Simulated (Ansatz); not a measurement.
Rows from a G0W0 calculation on InGaP2 (zincblende [001] superlattice) (Pmm2) (Ansatz 0.2.0; G0W0 on PBEsol, plane waves, PAW; PAW set soft_1; 4×4×2 mesh, 88 empty bands, screening to 36 eV, PAW set soft_1 files), in eV. Spin-orbit coupling is left out.

The structure was built from a prototype and need not be the compound's stable phase.

```tsv
row	k	band	start	Σx	Σc at the solution	Vxc
A	Γ	c2	8.438	-6.886	-3.471	-10.853
B	Γ	v1	7.062	-16.911	1.906	-15.204
C	Γ	c1	8.010	-10.351	-3.307	-14.533
D	Γ	v2	7.055	-16.913	1.906	-15.205
```

Question: Work out each quasiparticle level and how far it moved.

The quasiparticle equation reads E = start + Σx + Σc(E) − Vxc.

```tsv
row	E (eV)	shift (eV)
A	8.934	+0.496
B	7.261	+0.199
C	8.885	+0.875
D	7.253	+0.198
```

The gap over the computed points goes from 0.95 eV to 1.62 eV.

Limits: not at the basis limit; no spin-orbit coupling; coarse k mesh.

[Paths, hosts, dates, memory and timing lines, banners, echoed tables and standing remarks are left out of the program output.]

[Logs are printed without paths, hosts, clocks, repeated set-up lines and the standing remarks that a program may print on its own settings, such as how far it seeks lower states.]

[Runs of the session that timed out or met a known fault of the program may be left out.]

[Cells called generated may have been cut or substituted from an entry of the Crystallography Open Database or the Materials Project.]

[Hosts, paths, dates, database ids (printed as entryN), source tags and the programs' standing remarks are cut or masked in the printed files.]
